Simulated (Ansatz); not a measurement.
## PtC (model cell, started as rocksalt type): following an unstable mode

Which phase does PtC (model cell, started as rocksalt type) fall into along its unstable mode, and how much energy does it gain?

Method: DFT PBEsol, scalar-relativistic, plane waves, PAW, in Ansatz 0.2.0.

The structure was built from a prototype and need not be the compound's stable phase.

### 1. The structure

It takes space group Fm-3m (No. 225, cubic). Conventional cell: a = 4.417 Å, b = 4.417 Å, c = 4.417 Å, α = 90.00°, β = 90.00°, γ = 90.00°. Nearest to Pt lie 6 C at 2.21 Å. C has 6 Pt at 2.21 Å nearest. Farther neighbours are not listed.

Structure file:

```cif
data_structure
_symmetry_space_group_name_H-M 'P 1'
_symmetry_Int_Tables_number 1
_cell_length_a 3.1230
_cell_length_b 3.1230
_cell_length_c 3.1230
_cell_angle_alpha 60.000
_cell_angle_beta 60.000
_cell_angle_gamma 60.000
_cell_volume 21.54
loop_
_atom_site_label
_atom_site_type_symbol
_atom_site_fract_x
_atom_site_fract_y
_atom_site_fract_z
_atom_site_occupancy
Pt1 Pt 0.00000 0.00000 0.00000 1
C2 C 0.50000 0.50000 0.50000 1
```

### 2. Phonons on a q mesh

The cell comes from relaxations at this level that are not shown. Stability and thermal properties need the whole zone. Linear response on a 4×4×4 q mesh gives force constants as far as a supercell of that size would.

Input file input.yaml:

```yaml
crystal:
  lattice:
    - [0.0, 2.2083183167, 2.2083183167]
    - [2.2083183167, 0.0, 2.2083183167]
    - [2.2083183167, 2.2083183167, 0.0]
  atoms:
    - { symbol: Pt, position: [0.0, 0.0, 0.0] }
    - { symbol: C, position: [0.5, 0.5, 0.5] }
kpoints:
  mp_grid: { grid: [16, 16, 16] }
hamiltonian:
  xc: pbesol
scf:
  occupations: { method: methfessel_paxton, width: 0.2 }
output:
  eigenvalues: true
phonons:
  method: dfpt
  qmesh: [4, 4, 4]
  temperatures: { t_max: 1000, t_step: 50 }
  qpath:
    path:
      - [[0.0, 0.0, 0.0], [0.5, 0.0, 0.5], [0.625, 0.25, 0.625]]
      - [[0.375, 0.375, 0.75], [0.0, 0.0, 0.0], [0.5, 0.5, 0.5], [0.5, 0.25, 0.75], [0.5, 0.0, 0.5]]
    npoints: 10
```

Run with:

```bash
$ ansatz run input.yaml --threads 4 --pin off --max-ram 7168MiB --backend cpu --events-out ev --progress --plain --runs-dir out
```

Numbers of over 12 decimals in the logs are rounded to 6 here.

Output:

```text
Engine: ansatz 0.2.0, aarch64-unknown-linux-gnu
Pseudopotentials: kind: paw
Pseudopotential: Pt, paw, valence charge 18, recommended cutoff 420 eV (normal), Pt.paw.azcp
Pseudopotential: C, paw, valence charge 4, recommended cutoff 420 eV (normal), C.paw.azcp
Functional definition: PBEsol
  exchange = pbesol_x
  correlation = pbesol_c
Crystal: 2 atoms, lattice volume = 21.538 Å³
Basis set: ecut = 420 eV, 411 PW (Γ), exchange–correlation on 48×48×48 points (8 copies of the dense FFT grid, shifted against one another)
Bands: 15, of which v1, the nominal top of the filled ones, is band 11 counted from 1 (10 counted from 0)
Symmetry: 48 space group operations
k-points: 145 of 4096
Non-local potential: Pt, projectors of the file, l = 0: 3, l = 1: 2, l = 2: 2, l = 3: 1
Non-local potential: C, projectors of the file, l = 0: 2, l = 1: 2, l = 2: 1
PAW form: soft (Blöchl's): semilocal exchange-correlation on the pseudo side does not see the compensation charge
PAW frozen core: Pt, regenerated for the run's functional, and the local potential with it (the file was generated under x = pbe(κ = 0.804, μ = 0.219515), c = pbe(β = 0.066725))
PAW frozen core: C, regenerated for the run's functional, and the local potential with it (the file was generated under x = pbe(κ = 0.804, μ = 0.219515), c = pbe(β = 0.066725))
PAW one-centre angular grid: Pt, 590 points (default); XC on 64 Gauss nodes
PAW one-centre angular grid: C, 110 points (default); XC on 64 Gauss nodes
Initial density: superposition of atomic densities (neutral atoms: chi_scale 0, normalization atom), corrected by the library's trained network
Initial wavefunctions: pseudopotential atomic-orbital guess
Functional: x = pbesol(κ = 0.804, μ = 0.123457), c = pbesol(β = 0.046)
SCF iter   1: F=—  HF=-12627.701187 eV  |F-HF|=—  |Δ(HF+E_count)|=         —  Δρ=6.15e-3  dr2=5.46e-3  ethr=1.77e-3  ⟨swp⟩=4.1  Hψ=9697  notcnv=0
preconditioner: auto → none  [metal: Δε(μ)=0.054 eV  Ē_g=11.429 eV  σ=0.200 eV  W_gap=0.23  n_scr=8 (ndim 8)  ℏωp=29.9 eV  f_vac=0.000  D(μ)=0.79/eV (n_scr^D=8)  sad-step TF]
SCF iter   2: F=—  HF=-12627.700996 eV  |F-HF|=—  |Δ(HF+E_count)|=   1.91e-4  S|Δr|=    0.00e0  Δρ=3.58e-3  dr2=2.09e-3  ethr=2.48e-5  ⟨swp⟩=2.3  Hψ=4111  notcnv=0
SCF iter   3: F=—  HF=-12627.700333 eV  |F-HF|=—  |Δ(HF+E_count)|=   6.63e-4  S|Δr|=    0.00e0  Δρ=4.14e-4  dr2=2.58e-5  ethr=9.51e-6  ⟨swp⟩=2.0  Hψ=3103  notcnv=0
SCF iter   4: F=—  HF=-12627.700324 eV  |F-HF|=—  |Δ(HF+E_count)|=   9.06e-6  S|Δr|=    0.00e0  Δρ=7.75e-5  dr2=6.42e-7  ethr=1.17e-7  ⟨swp⟩=2.1  Hψ=3147  notcnv=0
SCF iter   5: F=—  HF=-12627.700322 eV  |F-HF|=—  |Δ(HF+E_count)|=   2.36e-6  S|Δr|=    0.00e0  Δρ=9.34e-6  dr2=1.13e-8  ethr=2.92e-9  ⟨swp⟩=2.2  Hψ=3743  notcnv=0
SCF iter   6: F=—  HF=-12627.700322 eV  |F-HF|=—  |Δ(HF+E_count)|=   2.90e-9  S|Δr|=    0.00e0  Δρ=1.06e-6  dr2=1.04e-10  ethr=5.15e-11  ⟨swp⟩=2.8  Hψ=3746  notcnv=0
SCF iter   7: F=-12627.700322 eV  HF=-12627.700322 eV  |F-HF|=1.82e-12  |Δ(HF+E_count)|=  1.27e-11  S|Δr|=    0.00e0  Δρ=6.93e-8  dr2=5.06e-13  ethr=1.00e-12  ⟨swp⟩=5.4  Hψ=8774  notcnv=0
SCF 1 converged in 7 iterations: F = -12627.700322 eV  dr2 = 5.06e-13
  greatest PAW one-centre occupation: 1.000 electrons in one spin orbital (limit 2), on the Pt atom at site 0 (counted from 0), in its partial waves of l = 0
Initial density: read from a saved state, or passed on in memory by an earlier SCF of this step, an earlier step, the calling program or the single point that the run made first
iter 1 solved again at ethr=1.78e-8 eV; its pass at ethr=3.10e-3 eV (dr2=3.91e-6 eV) is discarded
SCF iter   1: F=—  HF=-12627.700324 eV  |F-HF|=—  |Δ(HF+E_count)|=         —  Δρ=2.84e-7  dr2=8.86e-12  ethr=1.78e-8  ⟨swp⟩=3.1  Hψ=16100  notcnv=0
eigensolver tolerance schedule: the retry pair's looser diagonalisation over-reported the residual by 440943.76 of it (diagonalisation noise at an unbounded share of the residual, at the tolerance the schedule requests for it); recorded, not acted on — ethr = c·dr2/N_el stays at c = 1.0e-1
preconditioner: auto → none  [metal: Δε(μ)=0.054 eV  Ē_g=11.425 eV  σ=0.200 eV  W_gap=0.22  n_scr=8 (ndim 8)  ℏωp=29.9 eV  f_vac=0.000  D(μ)=0.80/eV (n_scr^D=8)]
SCF iter   2: F=—  HF=-12627.700322 eV  |F-HF|=—  |Δ(HF+E_count)|=   2.66e-6  S|Δr|=    0.00e0  Δρ=1.51e-7  dr2=1.88e-12  ethr=1.00e-12  ⟨swp⟩=6.3  Hψ=9406  notcnv=0
SCF iter   3: F=-12627.700322 eV  HF=-12627.700322 eV  |F-HF|=0.00e0  |Δ(HF+E_count)|=  1.82e-12  S|Δr|=    0.00e0  Δρ=8.99e-8  dr2=6.39e-13  ethr=1.00e-12  ⟨swp⟩=1.0  Hψ=4934  notcnv=0
SCF 2 converged in 3 iterations: F = -12627.700322 eV  dr2 = 6.39e-13
phonons: the bands overlap, so this run is a metal and interpolates without the dipole-dipole term. If the crystal is really an insulator or semiconductor, its LO-TO splitting is missing
NSCF: frozen V_eff on 145 k-points
NSCF: frozen V_eff on 349 k-points
DFPT response loops at q = (0, 0, 0) (fractional): preconditioner auto → Kerker (q_TF=auto, 2.738 Å⁻¹) (partly filled bands, converged f_vac=0.000); β = 1.00, the filter's whole step (`scf.mixing.beta` (0.50) is not read by the response loops under this deck's `scf.mixing.preconditioner`; to damp them name `kerker` or `kerker_dos`, under which they read `scf.mixing.beta`, and type it under 1.00, their step now; both keys bind the ground state too); Broyden in place of MSR1
NSCF: frozen V_eff on 4352 k-points
DFPT response loops at q = (0, 0, 0.25) (fractional): mixed as the last ones told, above
NSCF: frozen V_eff on 2196 k-points
DFPT response loops at q = (0, 0, -0.5) (fractional): mixed as the last ones told, above
NSCF: frozen V_eff on 2320 k-points
DFPT response loops at q = (0, 0.25, 0.25) (fractional): mixed as the last ones told, above
NSCF: frozen V_eff on 8192 k-points
DFPT response loops at q = (0, 0.25, -0.5) (fractional): mixed as the last ones told, above
NSCF: frozen V_eff on 4352 k-points
DFPT response loops at q = (0, 0.25, -0.25) (fractional): mixed as the last ones told, above
NSCF: frozen V_eff on 1242 k-points
DFPT response loops at q = (0, -0.5, -0.5) (fractional): mixed as the last ones told, above
NSCF: frozen V_eff on 2320 k-points
DFPT response loops at q = (0.25, -0.5, -0.25) (fractional): mixed as the last ones told, above
SCF converged after 7 iterations
Stability not checked: this state was not tested for a lower state beside it, because cold or Methfessel-Paxton smearing, or corrected tetrahedra, fill the levels in a way that the test cannot read (fill_not_monotonic; see scf.lower_state_search)
Free energy (F): -12627.700322 eV
Harris-Foulkes:  -12627.700322 eV  (|F-HF|=1.82e-12)
Internal energy: -12627.702659 eV  (E = F + TS)
E sigma→0 (E₀):  -12627.700906 eV
Entropy (-TS):   0.002337 eV (1.168 meV/atom)
Fermi energy:    20.211744 eV
--- Per-component energies (eV) ---
  E_band       = -149.520597
  E_kinetic    = 723.682146
  E_local      = -1687.117282  (includes V_loc(G=0)·N_el)
  E_nonlocal   = 229.738965
  E_hartree    = 621.087471
  E_xc         = -307.337820
  E_vxc        = -360.857173  (∫ρ·V_xc dr)
  E_paw        = -9411.077919  (= ΣΔE_a)
  E_vpaw       = -297.142422  (= ΣTr[D̂ρ^β])
  E_aug_tail   = 0.000252  (compensation charges beyond the density's cutoff)
  E_ewald      = -2796.986553
  E_core_change = 0.308082  (= ΣΔE_core)
  E_smearing   = 0.002337  (= −TS)
  E_closure    = -0.000000  (closes the sum)
  Σ components = -12627.700322   (vs F -12627.700322, Δ=0.00e0)
--- Band table (eV; the first three rows and the last of 145) ---
  k-point 0: bands = [... 7 lower, 15.7870, 16.5033, 16.5033, 19.9577, 19.9577, 19.9577, 26.5215, 32.2341]
  k-point 1: bands = [... 7 lower, 15.7935, 16.3125, 16.3125, 19.8397, 20.2874, 20.2874, 26.7458, 32.3428]
  k-point 2: bands = [... 7 lower, 15.5280, 16.2103, 16.2103, 19.5747, 21.0797, 21.0797, 27.3157, 32.5414]
  k-point 144: bands = [... 7 lower, 13.9877, 18.5327, 19.0499, 19.0499, 20.3722, 21.0129, 29.5238, 32.2750]
--- Phonons (Γ-DFPT): 2 representative perturbations + reference (Σ response iterations 7) ---
  ASR residual: 2.867e-5 → 0.000e0 eV/Å²; symmetrization residual: 1.847e-6 eV/Å²
  ASR residual per site (eV/Å²): 1.57e-5 2.87e-5
  Γ frequencies (cm⁻¹): -543.74 -543.74 -543.74 0.00 0.00 0.00
--- Phonons (arbitrary-q DFPT): 8 irreducible q on the 4×4×4 mesh ---
  q = [0.0000, 0.0000, 0.0000] (star 1, of the zone-centre solve; hermiticity 3.00e-7, symmetrization 2.50e-12): -543.74 -543.74 -543.74 -0.00 0.00 0.00
  q = [0.0000, 0.0000, 0.2500] (star 8, 2 solved perturbations on 2176 of 4096 k-point pairs; hermiticity 1.49e-6, symmetrization 1.00e-12): -141.87 39.61 39.61 186.18 264.44 264.44
  q = [0.0000, 0.0000, -0.5000] (star 4, 2 solved perturbations on 1098 of 4096 k-point pairs; hermiticity 2.60e-14, symmetrization 6.94e-13): 100.09 100.09 122.78 430.15 430.15 473.07
  q = [0.0000, 0.2500, 0.2500] (star 6, 4 solved perturbations in 3616 linear systems a pass and spin channel, the states on 1160 of 4096 k-point pairs; hermiticity 2.83e-7, symmetrization 1.29e-13): -511.96 -511.96 31.24 31.24 94.09 407.58
  q = [0.0000, 0.2500, -0.5000] (star 24, 4 solved perturbations in 12544 linear systems a pass and spin channel, the states on 4096 of 4096 k-point pairs; hermiticity 4.67e-7, symmetrization 7.91e-14): 56.08 77.06 87.04 240.78 323.60 331.27
  q = [0.0000, 0.2500, -0.2500] (star 12, 4 solved perturbations in 6672 linear systems a pass and spin channel, the states on 2176 of 4096 k-point pairs; hermiticity 4.13e-7, symmetrization 2.15e-13): -413.91 65.99 84.56 93.55 408.77 440.79
  q = [0.0000, -0.5000, -0.5000] (star 3, 4 solved perturbations in 1940 linear systems a pass and spin channel, the states on 621 of 4096 k-point pairs; hermiticity 4.31e-7, symmetrization 2.36e-13): -478.69 -478.69 -409.76 -52.62 -52.62 194.56
  q = [0.2500, -0.5000, -0.2500] (star 6, 4 solved perturbations in 3498 linear systems a pass and spin channel, the states on 1160 of 4096 k-point pairs; hermiticity 7.03e-7, symmetrization 1.43e-13): -427.03 -427.03 42.87 79.27 79.27 416.72
  sum rule: each row above includes the acoustic sum rule's correction from the zone centre's row sums; it moved no ω² by more than (0.81 cm⁻¹)²
  mesh force constants: q→R imaginary residual 1.13e-17; ASR residual 2.867e-5 → 0.000e0 eV/Å²; symmetrization residual 5.329e-15 eV/Å²
  interpolated dispersion: 62 rows × 6 modes
  density of states and harmonic sums: on the 24×24×24 q-mesh, interpolated from the force constants of a 4×4×4 supercell (no non-analytic term)
  largest difference from the sums on the solved wave vectors: F 8.39e-2 eV, S 1.34e-4 and C_V 5.01e-5 eV/K
  zero-point energy: 0.053147 eV/cell   skipped modes (ω ≤ 0): 708, of them read as no rigid motion or as one in doubt: 705 (1.598e0 modes/cell left out, lowest -543.74 cm⁻¹)   left out of the sums: 2.66e-1 of the cell's modes: C_V's classical limit lies that fraction below 3 k_B per atom; for a crystal, a wire or a layer, F and S can be off by more, and a phonons.interpolated_qmesh denser along its periods is the remedy for the sampling
```

Elapsed: 4.1 min, on 4 threads of Arm Neoverse V2, shared host; peak memory 3.2 GiB; 16 min of CPU time.

Numbers from this step:

- volume per atom: 10.77 Å³
- gap on the k-mesh: 0 eV
- sum-rule residual before enforcement: 2.87e-5 eV/Å²
- lowest frequency on the path: -543.7 cm⁻¹
- point group: m-3m
- highest frequency on the path or at a solved wavevector: 497.6 cm⁻¹
- highest optical mode at the zone centre (no LO-TO term): -543.7 cm⁻¹
- lowest optical zone-centre mode: -543.7 cm⁻¹
- lowest mode on the q mesh (acoustic modes at Γ apart): -543.7 cm⁻¹

Frequencies (cm⁻¹) solved at each irreducible wavevector; negative means imaginary. Frequencies by wavevector, by row:

| q in reciprocal lattice units | star | mode 1 | mode 2 | mode 3 | mode 4 | mode 5 | mode 6 |
| --- | --- | --- | --- | --- | --- | --- | --- |
| 0 0 0 | 1 | -543.7 | -543.7 | -543.7 | 0 | 0 | 0 |
| 0 0 0.25 | 8 | -141.9 | 39.6 | 39.6 | 186.2 | 264.4 | 264.4 |
| 0 0 -0.5 | 4 | 100.1 | 100.1 | 122.8 | 430.1 | 430.1 | 473.1 |
| 0 0.25 0.25 | 6 | -512 | -512 | 31.2 | 31.2 | 94.1 | 407.6 |
| 0 0.25 -0.5 | 24 | 56.1 | 77.1 | 87 | 240.8 | 323.6 | 331.3 |
| 0 0.25 -0.25 | 12 | -413.9 | 66 | 84.6 | 93.5 | 408.8 | 440.8 |
| 0 -0.5 -0.5 | 3 | -478.7 | -478.7 | -409.8 | -52.6 | -52.6 | 194.6 |
| 0.25 -0.5 -0.25 | 6 | -427 | -427 | 42.9 | 79.3 | 79.3 | 416.7 |

Interpolated from a 4×4×4 q mesh. The phonon branches at the labelled points (cm⁻¹):

| point | branch 1 | branch 2 | branch 3 | branch 4 | branch 5 | branch 6 |
| --- | --- | --- | --- | --- | --- | --- |
| Γ | -544 | -544 | -544 | 0 | 0 | 0 |
| halfway | -512 | -512 | 31 | 31 | 94 | 408 |
| X | -479 | -479 | -410 | -53 | -53 | 195 |
| halfway | -383 | -374 | -350 | -8 | 14 | 176 |
| U | -325 | -90 | -77 | 121 | 193 | 287 |
| jump to K | -325 | -90 | -77 | 121 | 193 | 287 |
| halfway | -424 | 65 | 68 | 85 | 365 | 368 |
| Γ | -544 | -544 | -544 | 0 | 0 | 0 |
| halfway | -142 | 40 | 40 | 186 | 264 | 264 |
| L | 100 | 100 | 123 | 430 | 430 | 473 |
| halfway | 70 | 83 | 101 | 268 | 280 | 498 |
| W | -427 | -427 | 43 | 79 | 79 | 417 |
| halfway | -422 | -376 | -118 | 34 | 130 | 153 |
| X | -479 | -479 | -410 | -53 | -53 | 195 |

The phonon branches as a text plot (rows in cm⁻¹):

```
    476 |                                       *********
    433 |                   ****              *******    **
    389 |      **          *   **             *     *      *
    346 |    **  *         *    *            *       *      *
    302 |                 *      *           *
    259 |         **             *          *         *      *
    216 |           **   *
    172 |   *         *** *                 *          *      ***
    129 |                **       **       *  ********  *   **
     85 |  * ****       *  **********    *** ***************
     42 | ********      *  **  * *  **  *** *            ******
     -1 |*             *              **                      *
    -45 |         *****    *     *                          ** **
    -88 |   *             *                            *
   -132 |        *       *                  *
   -175 |                         **       *
   -218 |               *
   -262 |         **              **                    *     *
   -305 |               * *                *
   -348 |  *        *  *** *              *
   -392 |            ***    ***     *     *              *  *****
   -435 |         **           ***  *                     ******
   -479 | *     **  ***           ***    *                     **
   -522 |*******                     ****
         Γ           X  U|K            Γ         L        W     X
```

Symmetry leaves 8 wavevectors to solve. The lowest mode among them, the acoustic zeros apart, lies at Γ and is imaginary, 543.7i cm⁻¹, so the energy falls along it.

### 3. The mode frozen in, largest atomic shift 0 Å

The mode followed lies at q = (0, 0.25, 0.25) with frequency 512.0i cm⁻¹ and is 2-fold degenerate, one of the unstable modes though not the softest. At small amplitude the distorted cell has space group no. 63 by a symmetry search on the positions. The undistorted cell that holds it gives the zero of energy on the same k mesh.

System of this step: PtC (model cell, started as rocksalt type). The structure is cubic, space group Fm-3m (No. 225). Conventional cell: a = 4.417 Å, b = 4.417 Å, c = 4.417 Å, α = 90.00°, β = 90.00°, γ = 90.00°. Nearest to Pt lie 6 C at 2.21 Å. C has 6 Pt at 2.21 Å nearest. Farther neighbours are not listed.

Input file input.yaml:

```yaml
crystal:
  lattice:
    - [0.0, -2.2083183167, -2.2083183167]
    - [0.0, 2.2083183167, -2.2083183167]
    - [8.833273267, 0.0, 0.0]
  atoms:
    - { symbol: Pt, position: [0.5, 0.5, 0.75] }
    - { symbol: Pt, position: [0.5, 0.5, 0.25] }
    - { symbol: Pt, position: [0.0, 0.0, 0.5] }
    - { symbol: Pt, position: [0.0, 0.0, 0.0] }
    - { symbol: C, position: [0.5, 0.5, 0.0] }
    - { symbol: C, position: [0.5, 0.5, 0.5] }
    - { symbol: C, position: [0.0, 0.0, 0.75] }
    - { symbol: C, position: [0.0, 0.0, 0.25] }
kpoints:
  mp_grid: { grid: [12, 12, 4] }
hamiltonian:
  xc: pbesol
scf:
  occupations: { method: methfessel_paxton, width: 0.2 }
output:
  forces: true
  stress: true
  eigenvalues: true
```

Output:

```text
[...]
Crystal: 8 atoms, lattice volume = 86.154 Å³
Basis set: ecut = 420 eV, 1717 PW (Γ), exchange–correlation on 48×48×120 points (8 copies of the dense FFT grid, shifted against one another)
Bands: 53, of which v1, the nominal top of the filled ones, is band 44 counted from 1 (43 counted from 0)
Symmetry: 64 space group operations
[...]
k-points: 84 of 576
[...]
k-point 0: bands = [... 40 lower, 18.5243, 18.5243, 19.9611, 19.9637, 19.9637, 20.5702, 20.5702, 20.5702, ... 5 higher]
  k-point 1: bands = [... 40 lower, 19.1179, 19.1179, 20.0610, 20.0610, 20.3324, 20.3324, 20.4317, 20.5212, ... 5 higher]
  k-point 2: bands = [... 40 lower, 19.8133, 19.8133, 19.8133, 19.8133, 20.2948, 20.2948, 20.2948, 20.2948, ... 5 higher]
  k-point 83: bands = [... 40 lower, 18.8569, 18.8569, 18.8569, 18.8569, 19.7378, 19.7378, 19.7378, 19.7378, ... 5 higher]
[key lines of the parts left out:]
SCF converged after 6 iterations
Free energy (F): -50510.782621 eV
Fermi energy:    20.276188 eV
P = ⅓ Tr σ = -0.1671 GPa (-1.671 kbar)
```

Elapsed: 3.3 s, on 4 threads; peak memory 0.56 GiB.

This step gave:

```yaml
pressure: -0.1671 GPa
energy_from_the_undistorted_cell: 0 meV/atom
```

The run ends at a pressure of -0.17 GPa.

### 4. The mode frozen in, largest atomic shift 0.22 Å

The atoms are moved along the unstable eigenvector, the largest shift by 0.22 Å, with the cell fixed.

input.yaml, the sections that differ from step 3:

```yaml
crystal:
  lattice:
    - [0.0, -2.2083183167, -2.2083183167]
    - [0.0, 2.2083183167, -2.2083183167]
    - [8.833273267, 0.0, 0.0]
  atoms:
    - { symbol: Pt, position: [0.5, 0.5, 0.75] }
    - { symbol: Pt, position: [0.5, 0.5, 0.25] }
    - { symbol: Pt, position: [-0.0026440037, 0.0026440037, 0.5] }
    - { symbol: Pt, position: [0.0026440037, -0.0026440037, 0.0] }
    - { symbol: C, position: [0.4501883405, 0.5498116595, 0.0] }
    - { symbol: C, position: [0.5498116595, 0.4501883405, 0.5] }
    - { symbol: C, position: [0.0, 0.0, 0.75] }
    - { symbol: C, position: [0.0, 0.0, 0.25] }
# kpoints, hamiltonian, scf, output: as in step 3
```

Output:

```text
[...]
Crystal: 8 atoms, lattice volume = 86.154 Å³
Basis set: ecut = 420 eV, 1717 PW (Γ), exchange–correlation on 48×48×120 points (8 copies of the dense FFT grid, shifted against one another)
Bands: 53, of which v1, the nominal top of the filled ones, is band 44 counted from 1 (43 counted from 0)
Symmetry: 8 space group operations
[...]
k-points: 129 of 576
[...]
k-point 0: bands = [... 40 lower, 18.5282, 18.6058, 20.0608, 20.3119, 20.4913, 20.6052, 20.6342, 20.9793, ... 5 higher]
  k-point 1: bands = [... 40 lower, 19.2453, 19.2635, 20.2706, 20.4049, 20.4288, 20.5670, 20.5948, 20.8758, ... 5 higher]
  k-point 2: bands = [... 40 lower, 19.9137, 19.9137, 19.9381, 19.9381, 20.6341, 20.6341, 20.7143, 20.7143, ... 5 higher]
  k-point 128: bands = [... 40 lower, 18.7209, 18.7209, 18.8534, 18.8534, 19.8011, 19.8011, 20.0563, 20.0563, ... 5 higher]
[key lines of the parts left out:]
SCF converged after 6 iterations
Free energy (F): -50510.992205 eV
Fermi energy:    20.356533 eV
P = ⅓ Tr σ = 2.6941 GPa (26.941 kbar)
```

Wall time 5.2 s (4 threads); peak memory 0.67 GiB; 20 s of CPU time.

This step gave:

- pressure: 2.694 GPa
- energy from the undistorted cell: -26.20 meV/atom

The energy, extrapolated to zero smearing, is -26.20 meV/atom against the undistorted cell.

The run ends at a pressure of 2.69 GPa, with forces up to 0.21 eV/Å.

[end of part 1 of 3]

[Logs are printed without paths, hosts, clocks, repeated set-up lines and the standing remarks that a program may print on its own settings, such as how far it seeks lower states.]

[Hosts, paths, dates, database ids (printed as entryN), source tags and the programs' standing remarks are cut or masked in the printed files.]
